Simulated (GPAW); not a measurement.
# Collinear magnetic orders of 1 ML Co on Os(0001), fcc site, 2 substrate layers with GPAW, part 2 of 2

Wanted: the moments of 1 ML Co on Os(0001), fcc site, 2 substrate layers and the energy of each order that was tried.

GPAW 26.7.0; PBE; plane waves with GPAW's PAW setups, scalar-relativistic.

So far. Step 2 (Order 1, typed as ferro +): After 34 cycles the largest moment stands at 1.65 μB.

### 3. Order 2, typed as antiferro q=(0,1/2,0) +-

Reversing part of the moments tests the sign of the couplings between them.

This order needs a doubled cell of 6 atoms. Its mesh is chosen so that both cells sample the same points.

File order2.py:

```python
import json
import numpy as np
from ase import Atoms
from ase.parallel import paropen, parprint
from gpaw import GPAW

atoms = Atoms(['Os', 'Os', 'Os', 'Os', 'Co', 'Co'],
    cell=[[2.7341, 0.0, 0.0],
         [-2.7341, 4.7356, 0.0],
         [0.0, 0.0, 18.247237]],
    scaled_positions=[[0.0, 0.0, 0.38362],
         [0.0, 0.5, 0.38362],
         [0.666667, 0.1666665, 0.501986],
         [0.666667, 0.6666665, 0.501986],
         [0.333333, 0.3333335, 0.61638],
         [0.333333, 0.8333335, 0.61638]],
    pbc=True,
    magmoms=[0.0, 0.0, 0.0, 0.0, 2.0, -2.0])
atoms.calc = GPAW(mode={'name': 'pw', 'ecut': 550},
    xc='PBE',
    kpts={'size': (14, 7, 1), 'gamma': True},
    occupations={'name': 'fermi-dirac', 'width': 0.1},
    convergence={'density': 1e-05, 'energy': 1e-05},
    maxiter=200,
    mixer={'name': 'pulay', 'beta': 0.05, 'nmaxold': 8, 'weight': 1},
    symmetry={'tolerance': 1e-4},
    txt='order2.txt')
e = atoms.get_potential_energy(force_consistent=True)
res = {'free_energy': e, 'energy_sigma0': atoms.get_potential_energy(), 'fermi_energy': atoms.calc.get_fermi_level()}
res['moments'] = atoms.get_magnetic_moments().tolist()
res['total'] = atoms.get_magnetic_moment()
parprint('site moments (muB):', np.round(res['moments'], 3))
parprint(f"total moment: {res['total']:.3f} muB")
parprint(f'free energy: {e:.6f} eV')
atoms.calc.write('order2.gpw')
with paropen('results.json', 'w') as f:
    json.dump(res, f)
```

Run with:

```bash
$ OMP_NUM_THREADS=1 mpirun -n 4 gpaw python order2.py > order2.log
```

Numbers of over 12 decimals in the logs are rounded to 6 here.

What it wrote:

```text
site moments (muB): [-0.05   0.05  -0.002  0.002  1.434 -1.434]
total moment: 0.000 muB
free energy: -56.133267 eV

--- order2.txt ---
Input parameters:
  mode=PW(ecut=550),
  convergence={'density': 1e-05, 'energy': 1e-05},
  kpts=MonkhorstPack(size=(14, 7, 1), gamma=True),
  maxiter=200,
  mixer=Pulay(name='pulay', nmaxold=8, beta=0.05, weight=1, sigma=0.015, g_ss=None),
  occupations=Occupations(name='fermi-dirac', width=0.1),
  symmetry=Symmetry(tolerance=0.0001),
  xc=XC(name='PBE')

Diagonalizing LCAO Hamiltonian
Converting LCAO to pw mode

          Co
            Co

             Os
               Os

         Os
           Os

Atoms  # Å, Bohr magnetons
|   | symbol |         x |        y |         z |    initial magnetic moments |
|---|--------|-----------|----------|-----------|-----------------------------|
| 0 |     Os |  0.000000 | 0.000000 |  7.000005 | ( 0.0000,  0.0000,  0.0000) |
| 1 |     Os | -1.367050 | 2.367800 |  7.000005 | ( 0.0000,  0.0000,  0.0000) |
| 2 |     Os |  1.367051 | 0.789266 |  9.159858 | ( 0.0000,  0.0000,  0.0000) |
| 3 |     Os |  0.000001 | 3.157066 |  9.159858 | ( 0.0000,  0.0000,  0.0000) |
| 4 |     Co | -0.000001 | 1.578534 | 11.247232 | ( 0.0000,  0.0000,  2.0000) |
| 5 |     Co | -1.367051 | 3.946334 | 11.247232 | ( 0.0000,  0.0000, -2.0000) |

Unit cell  # Å
| periodic |         x |        y |         z |   lengths |     angles |
|----------|-----------|----------|-----------|-----------|------------|
|      yes |  2.734100 | 0.000000 |  0.000000 |  2.734100 |  90.000000 |
|      yes | -2.734100 | 4.735600 |  0.000000 |  5.468200 |  90.000000 |
|      yes |  0.000000 | 0.000000 | 18.247237 | 18.247237 | 120.000001 |

Number of symmetries: 1

BZ-sampling:
  Number of BZ points: 98
  Number of IBZ points: 50

  Monkhorst-Pack size: [14, 7, 1]
  Monkhorst-Pack shift: [0.035714, 0.0, 0.0]

Plane wave coefficients: 6984
Cutoff: 550.0 eV

Spin-components: 2 (collinear spins)
Bands:           49
Projectors:      36
Spin-degeneracy: 1
Datatype:        complex128

Parallelization:
  kpt:    4
  domain: 1
  band:   1

Density:
  Valence electrons: 74.0
  Components: 2
  Grid points: [ 15  30 100]
  Charge: 0.0  # |e|

Potential:
  Grid points: [ 15  30 100]

[... setups left out ...]
Reference energy: -1951501.247966  # eV

eigensolver:
  PPCG
  Converge bands: occupied
  niter=2

density mixing:
  Pulay-Mixer
  Linear mixing parameters: 0.05
  Old densities: 8
  No metric

occupation numbers:
  Fermi-Dirac:
    width: 0.1000  # eV

poisson solver:
  ecut: 4400.0  # eV

xc functional:
  name: PBE with 2 nearest neighbor stencil

convergence criteria:
- Maximum integral of absolute [dens]ity change: 1e-05 electrons / valence electron
- Maximum [total energy] change in last 3 cyles: 1e-05 eV / valence electron
- Maximum integral of absolute [eigenst]ate change: 4e-08 eV^2 / valence electron
maximum number of iterations: 200

SCF iterations
|iter     |      energy | eigst |  dens |  magmom |
|---------|-------------|-------|-------|---------|
|iter:   1|       0s |  -60.543558 | +0.47 |       |  +0.0000|
|iter:   2|       6s |  -69.707463 | -0.25 | -0.79 |  +0.0000|
|iter:   3|      12s |  -59.066991 | -0.58 | -0.66 |  -0.0000|
|iter:   4|      18s |  -56.426979 | -0.74 | -0.86 |  -0.0000|
|iter:   5|      25s |  -56.514067 | -1.35 | -1.27 |  -0.0000|
|iter:   6|      31s |  -55.928735 | -1.38 | -1.12 |  -0.0000|
|iter:   7|      37s |  -55.904448 | -2.47 | -1.66 |  -0.0000|
|iter:   8|      43s |  -55.944171 | -2.32 | -1.78 |  -0.0000|
|iter:   9|      49s |  -55.946915 | -3.02 | -1.85 |  -0.0000|
|iter:  10|      55s |  -56.006425 | -2.22 | -1.94 |  +0.0000|
[... 28 iterations left out ...]
|iter:  39|     236s |  -56.000837c| -7.58c| -4.29 |  -0.0000|
|iter:  40|     239s |  -56.000839c| -7.71c| -4.43 |  +0.0000|
|iter:  41|     242s |  -56.000850c| -7.57c| -4.45 |  -0.0000|
|iter:  42|     248s |  -56.000855c| -7.74c| -4.58 |  +0.0000|
|iter:  43|     251s |  -56.000848c| -7.82c| -4.75 |  +0.0000|
|iter:  44|     254s |  -56.000846c| -7.63c| -4.85 |  +0.0000|
|iter:  45|     257s |  -56.000847c| -7.85c| -4.92 |  +0.0000|
|iter:  46|     261s |  -56.000853c| -8.02c| -4.96 |  +0.0000|
|iter:  47|     264s |  -56.000859c| -7.64c| -4.90 |  +0.0000|
|iter:  48|     267s |  -56.000863c| -7.86c| -5.17c|  +0.0000|

Converged in 48 steps
Energy contributions relative to reference atoms: (reference = -1951501.247966)

Energy contributions:
  Kinetic:          -6.634714
  Coulomb:           1.103994
  Zero:             -0.758985
  External:          0.000000
  Xc:              -49.578755
  Entropy:          -0.264808
  Spinorbit:         0.000000
  ----------------------------
  Free energy:     -56.133267
  Extrapolated:    -56.000863

dipole moment: (-6.383452, -18.831145, 0.063979)  # |e|*Ang

Total magnetic moment: (0.000000, 0.000000, 0.000000)

Local magnetic moments
|        x |        y |         z |
|----------|----------|-----------|
| 0.000000 | 0.000000 | -0.049720 |  # Os   0
| 0.000000 | 0.000000 |  0.049720 |  # Os   1
| 0.000000 | 0.000000 | -0.001878 |  # Os   2
| 0.000000 | 0.000000 |  0.001878 |  # Os   3
| 0.000000 | 0.000000 |  1.434042 |  # Co   4
| 0.000000 | 0.000000 | -1.434042 |  # Co   5

Fermi level: 1.521
Eigenvalues  # (at kpt = [0.000, 0.000, 0.000])
| band index |      eig [eV] | occ [0-1] |      eig [eV] | occ [0-1] |
|------------|---------------|-----------|---------------|-----------|
|          0 |       -44.969 |     1.000 |       -44.969 |     1.000 |
|        ... |               |           |               |           |
|         28 |        -0.288 |     1.000 |        -0.288 |     1.000 |
|         29 |         0.030 |     1.000 |         0.030 |     1.000 |
|         30 |         0.236 |     1.000 |         0.236 |     1.000 |
|         31 |         0.360 |     1.000 |         0.360 |     1.000 |
|         32 |         0.570 |     1.000 |         0.570 |     1.000 |
|         33 |         0.881 |     0.998 |         0.881 |     0.998 |
|         34 |         1.229 |     0.949 |         1.229 |     0.949 |
|         35 |         1.236 |     0.945 |         1.236 |     0.945 |
|         36 |         1.584 |     0.347 |         1.584 |     0.347 |
|         37 |         1.619 |     0.273 |         1.619 |     0.273 |
|         38 |         1.965 |     0.012 |         1.965 |     0.012 |
|         39 |         1.997 |     0.009 |         1.997 |     0.009 |
|         40 |         2.106 |     0.003 |         2.106 |     0.003 |
|         41 |         2.584 |     0.000 |         2.584 |     0.000 |
|         42 |         2.821 |     0.000 |         2.821 |     0.000 |
|         43 |         3.089 |     0.000 |         3.089 |     0.000 |
|        ... |               |           |               |           |
|         48 |         5.810 |     0.000 |         5.810 |     0.000 |

No gap
No difference between direct/indirect transitions
```

Wall time 4.7 min (4 MPI ranks of AMD EPYC 9R14 (Zen 4), shared host); peak memory 1.7 GiB.

Spin moment in the augmentation sphere by atom:

| atom | spin moment in the augmentation sphere (μB) |
| --- | --- |
| Os1 | -0.05 |
| Os2 | 0.05 |
| Os3 | 0.00 |
| Os4 | 0.00 |
| Co5 | 1.43 |
| Co6 | -1.43 |

Read from the output:

```
magnetization : 0 μB
final state   : antiferromagnetic
```

It lies 83.5 meV a seeded atom over the first start, and its largest moment is 1.43 μB against 1.65 μB.

### 4. Start 3: no spin polarisation

A run without seeds gives the energy of the state without moments.

File nospin.py:

```python
import json
import numpy as np
from ase import Atoms
from ase.parallel import paropen, parprint
from gpaw import GPAW

atoms = Atoms(['Os', 'Os', 'Co'],
    cell=[[2.7341, 0.0, 0.0],
         [-1.36705, 2.3678, 0.0],
         [0.0, 0.0, 18.247237]],
    scaled_positions=[[0.0, 0.0, 0.38362],
         [0.666667, 0.333333, 0.501986],
         [0.333333, 0.666667, 0.61638]],
    pbc=True)
atoms.calc = GPAW(mode={'name': 'pw', 'ecut': 550},
    xc='PBE',
    kpts={'size': (14, 14, 1), 'gamma': True},
    occupations={'name': 'fermi-dirac', 'width': 0.1},
    convergence={'density': 1e-05, 'energy': 1e-05},
    maxiter=200,
    mixer={'name': 'pulay', 'beta': 0.05, 'nmaxold': 8, 'weight': 1},
    symmetry={'tolerance': 1e-4},
    txt='nospin.txt')
e = atoms.get_potential_energy(force_consistent=True)
res = {'free_energy': e, 'energy_sigma0': atoms.get_potential_energy(), 'fermi_energy': atoms.calc.get_fermi_level()}
parprint(f'free energy: {e:.6f} eV')
atoms.calc.write('nospin.gpw')
with paropen('results.json', 'w') as f:
    json.dump(res, f)
```

Run with:

```bash
$ OMP_NUM_THREADS=1 mpirun -n 4 gpaw python nospin.py > nospin.log
```

What it wrote:

```text
free energy: -27.977539 eV

--- nospin.txt ---
Input parameters:
  mode=PW(ecut=550),
  convergence={'density': 1e-05, 'energy': 1e-05},
  kpts=MonkhorstPack(size=(14, 14, 1), gamma=True),
  maxiter=200,
  mixer=Pulay(name='pulay', nmaxold=8, beta=0.05, weight=1, sigma=0.015, g_ss=None),
  occupations=Occupations(name='fermi-dirac', width=0.1),
  symmetry=Symmetry(tolerance=0.0001),
  xc=XC(name='PBE')

[...]
|          0 |       -44.862 |     2.000 |
|        ... |               |           |
|         12 |        -0.907 |     2.000 |
|         13 |        -0.907 |     2.000 |
|         14 |        -0.142 |     2.000 |
|         15 |         0.252 |     2.000 |
[...]
|         23 |         3.055 |     0.000 |
|         24 |         3.055 |     0.000 |
|         25 |         5.990 |     0.000 |
|         26 |         6.583 |     0.000 |

No gap
No difference between direct/indirect transitions

[key lines of the parts left out:]
Free energy:     -27.977539
Converged in 25 steps
dipole moment: (-3.174923, -9.426271, 0.024503)  # |e|*Ang
Fermi level: 1.484
```

Elapsed: 15 s, on 4 MPI ranks; peak memory 0.81 GiB.

This step gave:

| Item | Value |
| --- | --- |
| final state | non-magnetic (no spin polarisation) |

It lies 173 meV a seeded atom over the first start.

### 5. Energies of the orders

These are free energies at a smearing of 0.1 eV, so its entropy term is in the differences. They are divided by the number of seeded atoms, so that cells of unlike size compare. Wavevectors q in the names are fractions of the reciprocal vectors of the first run's cell.

Orders:

| start | final state | typed order kept | energy over the lowest (meV a seeded atom) | largest site moment (μB) | net moment (μB a primitive cell) | mesh matched | CPU time (s) |
| --- | --- | --- | --- | --- | --- | --- | --- |
| ferro + | ferromagnetic | yes | 0 | 1.65 | 1.409 | yes | 131 |
| antiferro q=(0,1/2,0) +- | antiferromagnetic | yes | 83.5 | 1.434 | 0 | yes | 1126 |
| no spin polarisation | non-magnetic | - | 172.6 | 0 | 0 | yes | 60.17 |

### 6. Summary of results

```json
{"lowest state found": "ferromagnetic (typed ferro +)", "largest site moment": "1.65 μB", "next state": "antiferromagnetic, 83.5 meV a seeded atom higher", "energy gained by spin polarisation": "173 meV a seeded atom"}
```

The lowest state found is ferromagnetic, reached from the start ferro +, with moments up to 1.65 μB. The next state costs 84 meV a seeded atom. Only 3 starts are shown; other collinear patterns, canted and longer-period orders are not.

[Logs and program files are shortened in this print: banners, set-up blocks, solver, clock and traceback lines can be left out without a mark of their own.]

[Logs are printed without paths, hosts, clocks, repeated set-up lines and the standing remarks that a program may print on its own settings, such as how far it seeks lower states.]

[Hosts, paths, dates, database ids (printed as entryN), source tags and the programs' standing remarks are cut or masked in the printed files.]

[Where a cell is said to come from a database of computed structures, the database is the Materials Project.]
